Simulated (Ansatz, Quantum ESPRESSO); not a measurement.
# SrGeTe3 (Pm-3m): zone-centre phonons

Which modes does SrGeTe3 (Pm-3m) have at the zone centre?

Calculated with Quantum ESPRESSO 8.0 development, patched; DFT LDA, scalar-relativistic, plane waves, PseudoDojo norm-conserving pseudopotentials.

Report form: the programs' logs are mostly left out.

The structure was built from a prototype and need not be the compound's stable phase.

## Step 1: The starting structure

The structure is cubic, space group Pm-3m (No. 221). Conventional cell: a = 5.316 Å, b = 5.316 Å, c = 5.316 Å, α = 90.00°, β = 90.00°, γ = 90.00°. Sr has 12 Te at 3.76 Å nearest. Nearest to Ge lie 6 Te at 2.66 Å. Nearest to Te lie 2 Ge at 2.66 Å and 4 Sr at 3.76 Å. Farther neighbours and most contacts between anions are not listed.

## Step 2: A probe with smearing

A cheap run with smearing and empty bands tells whether the crystal has a gap, which decides between fixed occupations and smearing later on.

Input file probe.in:

```
 &control
    calculation='scf',
    prefix='x',
    outdir='./tmp',
    pseudo_dir='./pseudo',
    tprnfor=.true.,
    tstress=.true.,
    verbosity='high',
 /
 &system
    ibrav=0,
    nat=5,
    ntyp=3,
    ecutwfc=82.0,
    occupations='smearing',
    smearing='gaussian',
    degauss=0.01,
 /
 &electrons
    conv_thr=1.0d-07,
    mixing_beta=0.7,
    electron_maxstep=100,
 /
ATOMIC_SPECIES
 Sr     87.6200  Sr.upf
 Ge     72.6300  Ge.upf
 Te    127.6000  Te.upf
CELL_PARAMETERS angstrom
     5.315600000    0.000000000    0.000000000
     0.000000000    5.315600000    0.000000000
     0.000000000    0.000000000    5.315600000
ATOMIC_POSITIONS crystal
 Sr     0.000000000   0.000000000   0.000000000
 Ge     0.500000000   0.500000000   0.500000000
 Te     0.500000000   0.500000000   0.000000000
 Te     0.500000000   0.000000000   0.500000000
 Te     0.000000000   0.500000000   0.500000000
K_POINTS automatic
 4 4 4 0 0 0
```

The run is started by

```
OMP_NUM_THREADS=1 mpirun -n 4 pw.x -nk 4 -in probe.in > probe.out
```

It took 14 s on 4 MPI ranks of Intel Xeon 6975P-C (Granite Rapids), shared host.

This step gave:

| Item | Value |
| --- | --- |
| volume per atom | 30.04 Å³ |
| pressure | 1.614 GPa |
| gap on the k-mesh | 0 eV |

No gap opens on this mesh, so smearing is kept; the start stands at 1.6 GPa.

## Step 3: Relaxation

The relaxation runs at a cutoff a fifth above that of the response, since stress converges more slowly with the basis than frequencies do. Forces and stress are brought to rest with tight thresholds.

Input file relax.in:

```
 &control
    calculation='vc-relax',
    prefix='x',
    outdir='./tmp',
    pseudo_dir='./pseudo',
    tprnfor=.true.,
    tstress=.true.,
    forc_conv_thr=2.0d-05,
    etot_conv_thr=1.0d-07,
    nstep=40,
 /
 &system
    ibrav=0,
    nat=5,
    ntyp=3,
    ecutwfc=98,
    occupations='smearing',
    smearing='mv',
    degauss=0.02,
 /
 &electrons
    conv_thr=1.0d-11,
    mixing_beta=0.7,
    electron_maxstep=100,
 /
 &ions
 /
 &cell
    press_conv_thr=0.2,
 /
ATOMIC_SPECIES
 Sr     87.6200  Sr.upf
 Ge     72.6300  Ge.upf
 Te    127.6000  Te.upf
CELL_PARAMETERS angstrom
     5.315600000    0.000000000    0.000000000
     0.000000000    5.315600000    0.000000000
     0.000000000    0.000000000    5.315600000
ATOMIC_POSITIONS crystal
 Sr     0.000000000   0.000000000   0.000000000
 Ge     0.500000000   0.500000000   0.500000000
 Te     0.500000000   0.500000000   0.000000000
 Te     0.500000000   0.000000000   0.500000000
 Te     0.000000000   0.500000000   0.500000000
K_POINTS automatic
 6 6 6 0 0 0
```

The run is started by

```
OMP_NUM_THREADS=1 mpirun -n 4 pw.x -nk 4 -in relax.in > relax.out
```

It took 4.3 min on 4 MPI ranks.

The steps of the relaxation:

| step | energy less that of the first step (eV) | largest force (eV/Å) | pressure (GPa) | volume (Å³) |
| --- | --- | --- | --- | --- |
| 1 | 0.0000 | 0.0000 | 1.46 | 150.20 |
| 2 | -0.0088 | 0.0000 | 1.06 | 151.31 |
| 3 | -0.0153 | 0.0000 | 0.64 | 152.55 |
| 4 | -0.0192 | 0.0000 | 0.04 | 154.42 |
| 5 | -0.0192 | 0.0000 | 0.00 | 154.53 |
| 6 | -0.0192 | 0.0000 | 0.00 | 154.53 |
| 7 | -0.0195 | 0.0000 | 0.00 | 154.53 |

| conventional cell, symmetrised | before | after | change |
| --- | --- | --- | --- |
| a (Å) | 5.316 | 5.366 | +1.0 % |
| b (Å) | 5.316 | 5.366 | +1.0 % |
| c (Å) | 5.316 | 5.366 | +1.0 % |
| volume (Å³/atom) | 30.04 | 30.91 | +2.9 % |

The relaxed structure:

```cif
data_structure
_symmetry_space_group_name_H-M 'P 1'
_symmetry_Int_Tables_number 1
_cell_length_a 5.3663
_cell_length_b 5.3663
_cell_length_c 5.3663
_cell_angle_alpha 90.000
_cell_angle_beta 90.000
_cell_angle_gamma 90.000
_cell_volume 154.53
loop_
_atom_site_label
_atom_site_type_symbol
_atom_site_fract_x
_atom_site_fract_y
_atom_site_fract_z
_atom_site_occupancy
Sr1 Sr 0.00000 0.00000 0.00000 1
Ge2 Ge 0.50000 0.50000 0.50000 1
Te3 Te 0.50000 0.50000 0.00000 1
Te4 Te 0.50000 0.00000 0.50000 1
Te5 Te 0.00000 0.50000 0.50000 1
```

The last row of the table of steps is pw.x's closing run on a basis chosen anew for the final cell, so its energy can jump.

Numbers from this step:

| Quantity | Value |
| --- | --- |
| volume per atom | 30.91 Å³ |
| pressure | -0.002 GPa |

The volume changes by +2.9 % from the cell with which this run began.

## Step 4: Self-consistent run for the response

Perturbation theory inherits every error of the wavefunctions, so the threshold is set near the limit of the arithmetic. Smearing stays on, as the first look found no gap above 0.3 eV.

Input file scf.in:

```
 &control
    calculation='scf',
    prefix='x',
    outdir='./tmp',
    pseudo_dir='./pseudo',
    tprnfor=.true.,
    tstress=.true.,
 /
 &system
    ibrav=0,
    nat=5,
    ntyp=3,
    ecutwfc=82.0,
    occupations='smearing',
    smearing='mv',
    degauss=0.02,
 /
 &electrons
    conv_thr=1.0d-12,
    mixing_beta=0.7,
    electron_maxstep=100,
 /
ATOMIC_SPECIES
 Sr     87.6200  Sr.upf
 Ge     72.6300  Ge.upf
 Te    127.6000  Te.upf
CELL_PARAMETERS angstrom
     5.366298183    0.000000000    0.000000000
     0.000000000    5.366298183    0.000000000
     0.000000000    0.000000000    5.366298183
ATOMIC_POSITIONS crystal
 Sr     0.000000000   0.000000000   0.000000000
 Ge     0.500000000   0.500000000   0.500000000
 Te     0.500000000   0.500000000   0.000000000
 Te     0.500000000   0.000000000   0.500000000
 Te     0.000000000   0.500000000   0.500000000
K_POINTS automatic
 6 6 6 0 0 0
```

The run is started by

```
OMP_NUM_THREADS=1 mpirun -n 4 pw.x -nk 4 -in scf.in > scf.out
```

Wall time 32 s (4 MPI ranks).

This step gave:

* pressure: -0.005 GPa

The cell stands at -0.005 GPa, close enough for phonons.

## Step 5: Zone-centre response

At q = 0 one unit cell holds all displacements; symmetry groups them into irreducible representations that are solved one by one. With smeared occupations no response to a homogeneous field can be asked.

Input file ph.in:

```
phonons
 &inputph
    prefix='x',
    outdir='./tmp',
    fildyn='g.dyn',
    tr2_ph=1.0d-18,
    alpha_mix(1)=0.4,
    nmix_ph=8,
 /
0.000000000000 0.000000000000 0.000000000000
```

The run is started by

```
OMP_NUM_THREADS=1 mpirun -n 4 ph.x -nk 4 -in ph.in > ph.out
```

Run time: 30 min. Hardware: 4 MPI ranks.

Numbers from this step:

```
largest acoustic frequency at the zone centre before the sum rule : 1.41 cm⁻¹
highest optical zone-centre mode (no LO-TO term)                  : 173.9 cm⁻¹
lowest optical zone-centre mode                                   : -41.29 cm⁻¹
```

The acoustic modes at Γ come out as far as 1.4 cm⁻¹ from zero, where they should vanish, a small numerical error. The lowest optical mode is imaginary, 41i cm⁻¹, an instability at this level and on this k mesh.

## Step 6: Modes with the sum rule

A rigid shift of the crystal must cost nothing, but grids and finite bases break this; the acoustic sum rule is imposed before the matrix is diagonalised again.

Input file dynmat.in:

```
 &input
    fildyn='g.dyn',
    asr='simple',
    fileig='dynmat.eig',
 /
```

The run is started by

```
dynmat.x -in dynmat.in > dynmat.out
```

The job ended after 0.66 s (1 thread).

Numbers from this step:

```
lowest optical zone-centre mode : -41.32 cm⁻¹
```

Unit eigenvectors of the mass-weighted matrix after the sum rule; no LO-TO term. Modes at Γ, with each element's share of the kinetic energy (negative means imaginary):

| mode | frequency (cm⁻¹) | Sr % | Ge % | Te % |
| --- | --- | --- | --- | --- |
| 1 | -41.3 | 18 | 28 | 54 |
| 2 | -41.3 | 18 | 28 | 54 |
| 3 | -41.3 | 18 | 28 | 54 |
| 4 | 0.0 | 16 | 13 | 70 |
| 5 | 0.0 | 16 | 13 | 70 |
| 6 | 0.0 | 16 | 13 | 70 |
| 7 | 20.7 | 66 | 20 | 14 |
| 8 | 20.7 | 66 | 20 | 14 |
| 9 | 20.7 | 66 | 20 | 14 |
| 10 | 21.2 | 0 | 0 | 100 |
| 11 | 21.2 | 0 | 0 | 100 |
| 12 | 21.2 | 0 | 0 | 100 |
| 13 | 173.9 | 0 | 39 | 61 |
| 14 | 173.9 | 0 | 39 | 61 |
| 15 | 173.9 | 0 | 39 | 61 |

Displacements in mode 2 (-41.3 cm⁻¹), the largest set to 1:
```
Sr1  0.22 -0.15  0.73
Ge2  0.30 -0.20  1.00
Te3 -0.21  0.14  0.34
Te4 -0.21 -0.07 -0.71
Te5  0.10  0.14 -0.71
```

Displacements in mode 15 (173.9 cm⁻¹), the largest set to 1:
```
Sr1  0.00  0.00  0.01
Ge2  0.00  0.00 -1.00
Te3  0.00  0.00  0.92
Te4  0.00  0.00 -0.18
Te5  0.00  0.00 -0.18
```

The rule moves no optical mode by more than 0.1 cm⁻¹.

## Step 7: Sum rules set otherwise: a sum rule for molecules or wires on a crystal

This rule also removes rotations, which suits wires and not a crystal; it is tried to see the harm.

Input file dynmat.in:

```
 &input
    fildyn='g.dyn',
    asr='one-dim',
    fileig='dynmat.eig',
 /
```

The run is started by

```
dynmat.x -in dynmat.in > dynmat.out
```

Elapsed: 0.72 s, on 1 thread.

The program raised no error, yet the settings are not those of a careful run.

The fault: a sum rule for molecules or wires on a crystal; 1 optical mode is projected out to zero frequency, as if it were a rotation.

For a crystal the rule has to be 'simple' or 'crystal'.

Zone-centre frequencies as printed; negative means imaginary. Modes:

| mode | frequency (cm⁻¹) |
| --- | --- |
| 1 | -41.3 |
| 2 | -41.3 |
| 3 | -40.81 |
| 4 | 0 |
| 5 | 0 |
| 6 | 0 |
| 7 | 0 |
| 8 | 20.71 |
| 9 | 20.71 |
| 10 | 21.29 |
| 11 | 21.29 |
| 12 | 21.39 |
| 13 | 173.9 |
| 14 | 173.9 |
| 15 | 175.8 |

## Step 8: Sum rules set otherwise (asr crystal)

The rule can be imposed in more than one way; the choices should agree where the raw error is small.

Input file dynmat.in:

```
 &input
    fildyn='g.dyn',
    asr='crystal',
    fileig='dynmat.eig',
 /
```

The run is started by

```
dynmat.x -in dynmat.in > dynmat.out
```

Run time: 0.73 s. Hardware: 1 thread.

This step gave:

- lowest optical zone-centre mode: -41.3 cm⁻¹

Zone-centre frequencies as printed; negative means imaginary. Modes:

| mode | frequency (cm⁻¹) |
| --- | --- |
| 1 | -41.3 |
| 2 | -41.3 |
| 3 | -41.3 |
| 4 | 0 |
| 5 | 0 |
| 6 | 0 |
| 7 | 20.71 |
| 8 | 20.71 |
| 9 | 20.71 |
| 10 | 21.29 |
| 11 | 21.29 |
| 12 | 21.29 |
| 13 | 173.9 |
| 14 | 173.9 |
| 15 | 173.9 |

Against the first rule no mode moves by more than 0.1 cm⁻¹.

## Step 9: A second program

The same cell goes through another code at the same cutoff. The files are of one family, but Ansatz's library holds files of its own making for some heavy elements, so those for Te may differ. Its k mesh is centred on Γ.

This step: DFT LDA, scalar-relativistic, plane waves, norm-conserving pseudopotentials of its library (PseudoDojo's, some remade) (Ansatz 0.2.0).

Input file input.yaml:

```yaml
crystal:
  lattice:
    - [5.366298183, 0.0, 0.0]
    - [0.0, 5.366298183, 0.0]
    - [0.0, 0.0, 5.366298183]
  atoms:
    - { symbol: Sr, position: [0.0, 0.0, 0.0] }
    - { symbol: Ge, position: [0.5, 0.5, 0.5] }
    - { symbol: Te, position: [0.5, 0.5, 0.0] }
    - { symbol: Te, position: [0.5, 0.0, 0.5] }
    - { symbol: Te, position: [0.0, 0.5, 0.5] }
kpoints:
  mp_grid: { grid: [6, 6, 6] }
hamiltonian:
  xc: lda
  pseudopotentials: { kind: nc, accuracy: standard }
scf:
  occupations: { method: cold, width: 0.27211 }
output:
  eigenvalues: true
basis:
  ecutwfc: 1115.667
phonons:
  method: dfpt
```

The run is started by

```
ansatz run input.yaml --threads 4 --pin off --max-ram 16384MiB --backend cpu --events-out ev --progress --plain --runs-dir out
```

Run time: 2.2 min. Hardware: 4 threads; peak memory 5.2 GiB.

This step gave:

```
sum-rule residual before enforcement             : 3.08e-4 eV/Å²
highest optical zone-centre mode (no LO-TO term) : 172.4 cm⁻¹
lowest optical zone-centre mode                  : -40.98 cm⁻¹
```

## Step 10: Side by side: QE PseudoDojo and Ansatz, library NC

Worked out from the results:

* root-mean-square difference: 0.8 cm⁻¹
* largest difference: 1.49 cm⁻¹

The 12 of 12 modes that differ most. Frequencies side by side:

| q (reciprocal lattice) | mode | QE PseudoDojo (cm⁻¹) | Ansatz, library NC (cm⁻¹) |
| --- | --- | --- | --- |
| 0 0 0 | 1 | -41.32 | -40.98 |
| 0 0 0 | 2 | -41.32 | -40.98 |
| 0 0 0 | 3 | -41.32 | -40.98 |
| 0 0 0 | 7 | 20.66 | 20.85 |
| 0 0 0 | 8 | 20.66 | 20.85 |
| 0 0 0 | 9 | 20.66 | 20.85 |
| 0 0 0 | 10 | 21.24 | 21.7 |
| 0 0 0 | 11 | 21.24 | 21.7 |
| 0 0 0 | 12 | 21.24 | 21.7 |
| 0 0 0 | 13 | 173.9 | 172.4 |
| 0 0 0 | 14 | 173.9 | 172.4 |
| 0 0 0 | 15 | 173.9 | 172.4 |

At the zone centre the largest difference (acoustic modes at Γ apart) is 0.9 % of the highest mode.

## Step 11: Results

| Item | Value |
| --- | --- |
| space group after relaxation | Pm-3m |
| volume per atom | 30.9 Å³ |
| highest optical zone-centre mode (no LO-TO term) | 173.9 cm⁻¹ |
| lowest optical zone-centre mode | -41.3 cm⁻¹ |
| imaginary optical modes at the zone centre (no q mesh in this session) | yes |
| largest difference from Ansatz, library NC | 1.49 cm⁻¹ |

At the LDA level the optical modes of SrGeTe3 (Pm-3m) at the zone centre run from 41i to 174 cm⁻¹, so the structure is a saddle point, with 3 modes beyond 10i cm⁻¹ there. Of the 12 optical modes, 9 are infrared active alone and 3 are silent. QE PseudoDojo and Ansatz, library NC differ by 0.8 cm⁻¹ in the root mean square and by 1.5 cm⁻¹ at most, 0.9 % of the highest mode compared (acoustic modes at Γ left out); the two use different potentials, and the cell was not relaxed for the second set. These are harmonic frequencies at zero temperature: anharmonic shifts and linewidths and thermal expansion are left out. Spin-orbit coupling is left out, which can matter for the heavy elements here. In a metal the frequencies hang on the k mesh and the smearing, most of all near Kohn anomalies. The total energies of the two programs lie far apart, so at least one potential file in Ansatz's library differs from the published one read by the first program. The build is a development version in which the Raman tensors of release 7.5 are mended; dynmat.x leaves out the electro-optic term of LO lines. The structure is a hypothetical one, built on a prototype.

[Host names and launcher messages were left out of these logs when they were recorded.]

[Logs are printed without paths, hosts, clocks, repeated set-up lines and the standing remarks that a program may print on its own settings, such as how far it seeks lower states.]

[Hosts, paths, dates, database ids (printed as entryN), source tags and the programs' standing remarks are cut or masked in the printed files.]
